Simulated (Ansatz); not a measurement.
# Molecular dynamics of Zr2CO2 MXene, 4 layers (80 atoms)

Aim: follow Zr2CO2 MXene, 4 layers (80 atoms) for a short time with forces from DFT, then look at structure and electrons in the last frame.

Method: Kohn-Sham DFT, PBE+D3(BJ), PAW (set soft_2), plane waves, in Ansatz 0.2.0.

## (1) The starting structure

The cell holds 80 atoms: 16 C, 32 Zr and 32 O. Cell: a = 6.752 Å, b = 6.752 Å, c = 40.780 Å, α = 90.0°, β = 90.0°, γ = 120.0°. It derives from Zr2CO2 (Zr2CO2 MXene). 4 layers of Zr2CO2 MXene (a = 3.31 Å), 2 x 2 cells, biaxial strain +2 %, every second layer slid by 0.333 of a1 + 2 a2; facing planes 2.84, 2.72, 2.82 Å apart; 14 Å of vacuum. Regions: layer 1, 20 atoms (4 C, 8 Zr and 8 O); layer 2, 20 atoms (4 C, 8 Zr and 8 O); layer 3, 20 atoms (4 C, 8 Zr and 8 O); layer 4, 20 atoms (4 C, 8 Zr and 8 O). Vacuum lies along c.

What the set-up can't give: The cell is under 6 Å thick along two periodic directions, so every atom has periodic images of itself close by, which move with it and show among its neighbours and in g(r).

## (2) Dynamics started at 400 K

A Nosé–Hoover thermostat steers the temperature while disturbing the dynamics little. The time step is 1.0 fs.

File input.yaml:

```yaml
crystal:
  lattice:
    - [6.7524, 0.0, 0.0]
    - [-3.3762, 5.84775, 0.0]
    - [0.0, 0.0, 40.78]
  atoms:
    - { symbol: C, position: [0.00404, 0.00017, 0.22835] }
    - { symbol: Zr, position: [0.16704, 0.33497, 0.26193] }
    - { symbol: Zr, position: [0.33202, 0.1635, 0.19448] }
    - { symbol: O, position: [0.33551, 0.16654, 0.28419] }
    [... 70 atom lines left out ...]
    - { symbol: O, position: [0.8321, 0.6649, 0.71491] }
    - { symbol: C, position: [0.66912, 0.833, 0.77168] }
    - { symbol: Zr, position: [0.83448, 0.16768, 0.80599] }
    - { symbol: Zr, position: [0.003, 0.00259, 0.73823] }
    - { symbol: O, position: [0.00314, 0.00277, 0.82837] }
    - { symbol: O, position: [0.83331, 0.16641, 0.71548] }
kpoints:
  mp_grid: { grid: [2, 2, 1] }
hamiltonian:
  xc: pbe
  dispersion: d3bj
scf:
  occupations: { method: fixed }
output:
  forces: true
md:
  timestep: 1.0
  n_steps: 46
  ensemble: nvt_nose_hoover
  temperature: 400
  initial_velocities: maxwell_boltzmann
  seed: 8314
```

Started as:

```bash
> ansatz run input.yaml --threads 8 --pin off --max-ram 15872MiB --backend cpu --events-out ev --progress --plain --runs-dir out
```

Wall time 12 min (8 threads of AMD EPYC 7R43, shared host); peak memory 12 GiB; 1.6 h of CPU time.

The program notes that it switched symmetry off.

Rows from the run:

```csv
time (fs),T (K),potential (meV/atom),conserved (meV/atom)
0.0,400,0.0,0.00
3.0,392,1.0,0.00
6.0,366,4.4,0.01
9.0,328,9.3,0.01
12.0,286,14.6,0.02
15.0,251,19.1,0.03
18.0,227,22.2,0.03
21.0,216,23.8,0.03
25.0,215,24.0,0.02
28.0,219,23.6,0.02
31.0,225,22.9,0.02
34.0,234,22.0,0.02
37.0,245,20.7,0.02
40.0,259,19.2,0.02
43.0,272,17.9,0.01
46.0,276,17.7,0.01
```

Mean square displacement from the first frame to the last: C 0.015 Å², Zr 0.012 Å², O 0.016 Å².

Table of mean square displacement by time lag:

```csv
time lag (fs),C (Å²),O (Å²),Zr (Å²)
1.00,4.5e-5,4.1e-5,8.6e-6
2.00,1.8e-4,1.6e-4,3.4e-5
3.00,4.0e-4,3.6e-4,7.7e-5
4.00,6.9e-4,6.3e-4,1.4e-4
5.00,0.00106,9.7e-4,2.1e-4
6.00,0.00150,0.00138,3.0e-4
7.00,0.00200,0.00185,4.1e-4
8.00,0.00255,0.00237,5.3e-4
9.00,0.00314,0.00294,6.7e-4
10.00,0.00378,0.00355,8.2e-4
11.00,0.00445,0.00420,9.9e-4
12.00,0.00514,0.00487,0.00117
13.00,0.00586,0.00557,0.00137
14.00,0.00659,0.00628,0.00157
15.00,0.00732,0.00699,0.00179
16.00,0.00806,0.00770,0.00202
17.00,0.00879,0.00841,0.00227
18.00,0.00951,0.00910,0.00252
19.00,0.0102,0.00977,0.00279
20.00,0.0109,0.0104,0.00306
21.00,0.0115,0.0110,0.00335
22.00,0.0122,0.0116,0.00365
23.00,0.0127,0.0122,0.00395
```

Over the second half of 46 fs the temperature averages 241 K, rising from about 216 to 272 K (means over the first and last quarter of that half). The conserved energy stays within 0.03 meV/atom. From first frame to last O has the largest mean square displacement, 0.016 Å² at the end; the farthest move is 0.29 Å. The mean temperature of 241 K lies well off the 400 K of the input, so the thermostat hasn't yet brought the run to equilibrium. The run spans 0.05 ps, too short for its means to be equilibrium values.

## (3) Structure statistics late in the run

The g(r) is a mean over the second half; what follows it is taken at the last frame.

Mean of 13 frames; normalised to the volume that the atoms fill. g(r), total and by pair (bins of 0.2 Å):

```csv
r (Å),total,O-O,O-Zr,O-C,Zr-Zr,Zr-C,C-C
1.90,0.08,0.00,0.26,0.00,0.00,0.00,0.00
2.10,2.49,0.00,7.73,0.00,0.00,0.09,0.00
2.30,1.69,0.00,1.37,0.00,0.00,7.88,0.00
2.50,1.09,0.00,0.05,0.00,0.00,6.67,0.00
2.70,0.03,0.00,0.00,0.00,0.00,0.17,0.00
2.90,1.13,0.28,0.00,6.80,0.00,0.00,0.00
3.10,0.55,0.58,0.00,2.83,0.03,0.00,0.03
3.30,2.30,5.18,0.00,0.00,6.79,0.00,9.75
3.50,1.51,3.10,0.36,0.00,4.32,0.00,5.09
3.70,0.24,0.00,0.76,0.00,0.00,0.00,0.00
3.90,0.49,0.00,1.41,0.00,0.00,0.25,0.00
4.10,1.14,0.00,1.82,0.00,0.00,3.46,0.00
4.30,0.59,0.29,0.99,0.19,0.00,1.25,0.00
4.50,0.89,1.28,0.16,3.81,0.18,0.00,0.00
4.70,0.38,1.10,0.05,0.20,1.00,0.00,0.00
4.90,1.18,1.52,2.40,0.09,0.95,0.00,0.00
5.10,0.92,0.13,2.21,0.19,0.68,0.29,0.00
5.30,1.42,0.00,2.34,0.02,0.06,4.07,0.00
5.50,0.88,0.01,0.58,2.52,0.21,1.58,0.00
5.70,1.08,0.65,0.06,4.17,1.54,0.01,1.16
5.90,1.33,3.34,0.00,0.21,3.79,0.01,3.78
6.10,0.42,0.30,0.06,0.98,0.57,0.65,0.01
6.30,0.31,0.06,0.77,0.03,0.06,0.27,0.00
6.50,0.43,0.52,0.74,0.71,0.00,0.00,0.00
6.70,1.17,2.91,0.68,0.25,1.87,0.01,3.70
6.90,1.00,1.15,1.61,0.00,0.53,1.34,0.00
7.10,1.02,0.07,1.50,0.07,0.33,2.93,0.00
7.30,0.87,0.37,0.32,2.96,0.28,1.19,0.01
```

Bonds by pair of elements; cutoffs follow the first minimum of g(r), held within bounds set by covalent radii, and pairs that aren't listed don't count as bonded:

```csv
pair A-B,cutoff (Å),bonds,mean length (Å),spread (Å),shortest (Å),B about A,A about B
O-Zr,2.82,96,2.14,0.071,2.01,3,3
Zr-C,2.81,96,2.40,0.092,2.17,3,6
```

How many atoms have how many bonded neighbours:

```csv
element,mean,3,6
C,6,0,16
O,3,32,0
Zr,6,0,32
```

Bond angles, per cent of each kind in bins of 5°:

```csv
angle (°),C-Zr-O,Zr-C-Zr,C-Zr-C,O-Zr-O,Zr-O-Zr
75–80,14.9,0.0,0.0,0.0,0.0
80–85,37.5,2.5,3.1,0.0,0.0
85–90,13.9,42.1,55.2,0.0,0.0
90–95,0.3,32.9,40.6,0.0,0.0
95–100,0.0,2.1,1.0,9.4,12.5
100–105,0.0,0.4,0.0,53.1,44.8
105–110,0.0,0.0,0.0,35.4,40.6
110–115,0.0,0.0,0.0,1.0,2.1
115–120,0.0,0.0,0.0,1.0,0.0
120–125,0.0,0.0,0.0,0.0,0.0
125–130,0.0,0.0,0.0,0.0,0.0
130–135,0.0,0.0,0.0,0.0,0.0
135–140,0.0,0.0,0.0,0.0,0.0
140–145,0.0,0.0,0.0,0.0,0.0
145–150,0.0,0.0,0.0,0.0,0.0
150–155,0.0,0.0,0.0,0.0,0.0
155–160,0.3,0.0,0.0,0.0,0.0
160–165,5.6,0.0,0.0,0.0,0.0
165–170,18.8,0.0,0.0,0.0,0.0
170–175,8.3,7.5,0.0,0.0,0.0
175–180,0.3,12.5,0.0,0.0,0.0
```

Bond angles (no mean is given where the spread exceeds 20°):

```csv
angle,count,mean (°),spread (°)
C-Zr-O,288,-,-
Zr-C-Zr,240,-,-
C-Zr-C,96,89.6,2.3
O-Zr-O,96,104,3
Zr-O-Zr,96,104,3
```

Counting bonds as in the table, all C atoms have 6, all O atoms have 3 and all Zr atoms have 6 bonded neighbours.

## (4) Single point at the last frame

The last frame is solved once more, with the analyses that the dynamics left out.

File input.yaml:

```yaml
crystal:
  lattice:
    - [6.7524, 0.0, 0.0]
    - [-3.3762, 5.84775, 0.0]
    - [0.0, 0.0, 40.78]
  atoms:
    - { symbol: C, position: [0.01697, 0.99295, 0.2264] }
    - { symbol: Zr, position: [0.16083, 0.30751, 0.26125] }
    - { symbol: Zr, position: [0.33681, 0.17199, 0.193] }
    - { symbol: O, position: [0.34438, 0.15659, 0.28243] }
    [... 70 atom lines left out ...]
    - { symbol: O, position: [0.84915, 0.6774, 0.71426] }
    - { symbol: C, position: [0.66278, 0.83239, 0.77293] }
    - { symbol: Zr, position: [0.84223, 0.18451, 0.80588] }
    - { symbol: Zr, position: [0.99913, 0.00305, 0.74088] }
    - { symbol: O, position: [0.99777, 0.00493, 0.82877] }
    - { symbol: O, position: [0.82621, 0.1765, 0.7177] }
kpoints:
  mp_grid: { grid: [2, 2, 1] }
hamiltonian:
  xc: pbe
  dispersion: d3bj
scf:
  occupations: { method: fixed }
output:
  forces: true
  populations: true
  dos:
    method: { smearing: { sigma: 0.08 } }
    de: 0.1
    projected:
      site_lists:
        C: [C]
        O: [O]
        Zr: [Zr]
        layer_1: [0, 1, 2, 3, 4, 5, 6, 7, 8, 9, 10, 11, 12, 13, 14, 15, 16, 17, 18, 19]
        layer_2: [20, 21, 22, 23, 24, 25, 26, 27, 28, 29, 30, 31, 32, 33, 34, 35, 36, 37, 38, 39]
        layer_3: [40, 41, 42, 43, 44, 45, 46, 47, 48, 49, 50, 51, 52, 53, 54, 55, 56, 57, 58, 59]
        layer_4: [60, 61, 62, 63, 64, 65, 66, 67, 68, 69, 70, 71, 72, 73, 74, 75, 76, 77, 78, 79]
  eigenvalues: true
  write_density: true
  write_potential: true
  volumetric_format: npy
  elf: true
```

Run time: 62 s. Hardware: 8 threads; peak memory 11 GiB.

The program notes that the exchange-correlation potential is rough where the density is thin.

Numbers from this run:

```
free energy                                      : -156168.5133 eV
free energy per atom                             : -1952.1064 eV/atom
SCF cycles                                       : 12
r.m.s. force component                           : 0.46 eV/Å
longest force                                    : 1.504 eV/Å
Fermi energy                                     : 6.301 eV
gap (highest filled to lowest empty level) : 0.7455 eV
spilling of the projection                       : 0.004063
```

Length of the force by element:

```csv
element,coordination,atoms,mean length of the force (eV/Å),spread,least,most
C,all,16,0.715,0.226,0.339,1.25
O,all,32,0.616,0.301,0.139,1.33
Zr,all,32,0.830,0.383,0.145,1.50
```

Löwdin charges by element (they lack the spilled electrons, 0.033 e an atom on average):

```csv
element,coordination,atoms,mean charge (e),spread,least,most
C,all,16,-0.910,0.0094,-0.921,-0.888
O,all,32,-0.645,0.0096,-0.663,-0.625
Zr,all,32,1.18,0.0212,1.13,1.21
```

By region:

```csv
region,atoms,mean length of the force (eV/Å)
layer 1,20,0.595
layer 2,20,0.748
layer 3,20,0.808
layer 4,20,0.734
```

Density of states as counts of states in windows of 1 eV (from the Fermi level), total and the larger projections:

```csv
from (eV),to (eV),total,Zr d,O p,layer 4,layer 3,layer 1,layer 2
-18,-17,48.9,4.7,0.1,8.1,11.6,14.2,15.0
-17,-10,0.0,0.0,0.0,0.0,0.0,0.0,0.0
-10,-9,22.7,4.3,0.4,7.9,5.1,4.8,4.9
-9,-8,9.3,2.4,0.1,0.1,2.9,3.2,3.1
-8,-6,0.0,0.0,0.0,0.0,0.0,0.0,0.0
-6,-5,26.4,7.3,15.1,8.9,7.7,4.9,4.9
-5,-4,112.5,25.5,76.8,28.9,27.2,28.7,27.3
-4,-3,53.0,7.1,40.3,10.0,12.8,14.1,15.5
-3,-2,30.4,9.1,6.6,10.0,7.5,6.7,5.8
-2,-1,49.4,12.3,10.9,12.4,11.7,11.9,12.7
-1,0,16.0,3.6,3.6,1.3,4.2,5.1,5.2
0,1,3.3,2.2,0.8,2.5,0.7,0.0,0.0
1,2,30.1,23.3,4.4,6.1,7.9,8.0,7.4
2,3,34.0,27.5,2.5,11.2,9.1,6.4,6.6
```

The curve was stored every 0.100 eV, coarse against its broadening of 0.08 eV, so these counts are rough.

With fixed occupations the program's Fermi level is the highest filled level.

Between -26 and -18 eV lie 15 more states.

The stored curve holds about 384 of the 640 electrons; the rest, give or take the few that broadening carries across the Fermi level, lie in deeper levels below its range.

The levels nearest the highest filled one (over half full), pooled over k-points and spins:

```csv
level less the highest filled one (eV),occupation
-0.248,2
-0.195,2
-0.185,2
-0.149,2
-0.0958,2
0,2
0.746,0
0.868,0
0.882,0
0.919,0
0.942,0
0.982,0
```

Planar average of the electrostatic potential energy along the normal, with the Fermi level as zero, after a running mean with a triangular window 4 Å wide at its base:

```csv
height (Å),potential energy (eV)
0.0,5.02
1.1,5.05
2.3,5.07
3.5,5.09
4.7,4.88
5.8,1.77
6.9,-5.73
8.1,-9.66
9.3,-8.71
10.5,-9.65
11.6,-5.66
12.7,0.71
13.9,-1.88
15.2,-9.07
16.3,-9.08
17.4,-9.25
18.5,-8.55
19.7,-2.04
21.0,-1.44
22.1,-8.06
23.2,-9.22
24.4,-8.65
25.5,-9.60
26.8,-3.48
27.9,0.56
29.0,-4.95
30.2,-9.86
31.3,-9.10
32.6,-9.89
33.7,-6.80
34.8,0.81
36.0,4.55
37.1,4.93
38.4,4.97
39.5,4.99
40.6,5.02
```

Mean Löwdin charges: C -0.91, O -0.65, Zr +1.18 e (they miss 0.41 % of the electrons, so they add up to more than the cell's charge). The potential slopes across the vacuum by 0.022 eV/Å: the slab bears a dipole, and with periodic images along the normal there is no flat vacuum level to read.

## (5) Results

| Item | Value |
| --- | --- |
| mean temperature, second half | 240.5 K |
| temperature swing, second half | 21.93 K |
| slope of the conserved energy against time, by least squares | 0.1332 meV/atom/ps |
| free energy per atom | -1952.1064 eV/atom |
| r.m.s. force component | 0.46 eV/Å |
| gap (highest filled to lowest empty level) | 0.7455 eV |
| wall time of the 2 DFT runs | 13 min |

What this shows: Over the second half of 46 fs the temperature averages 241 K, rising from about 216 to 272 K (means over the first and last quarter of that half). The conserved energy stays within 0.03 meV/atom. The mean temperature of 241 K lies well off the 400 K of the input, so the thermostat hasn't yet brought the run to equilibrium. The run spans 0.05 ps, too short for its means to be equilibrium values. Counting bonds as in the table, all C atoms have 6, all O atoms have 3 and all Zr atoms have 6 bonded neighbours. The highest filled and lowest empty levels differ by 0.746 eV on the run's k-points; the mesh holds the band edges only if they fold onto it, so the gap at this level can be narrower or closed, while semilocal functionals tend to narrow gaps against experiment.

Caveats: The slab bears a dipole and has periodic images along its normal, so a spurious field crosses the vacuum.

[Logs are printed without paths, hosts, clocks, repeated set-up lines and the standing remarks that a program may print on its own settings, such as how far it seeks lower states.]

[Hosts, paths, dates, database ids (printed as entryN), source tags and the programs' standing remarks are cut or masked in the printed files.]
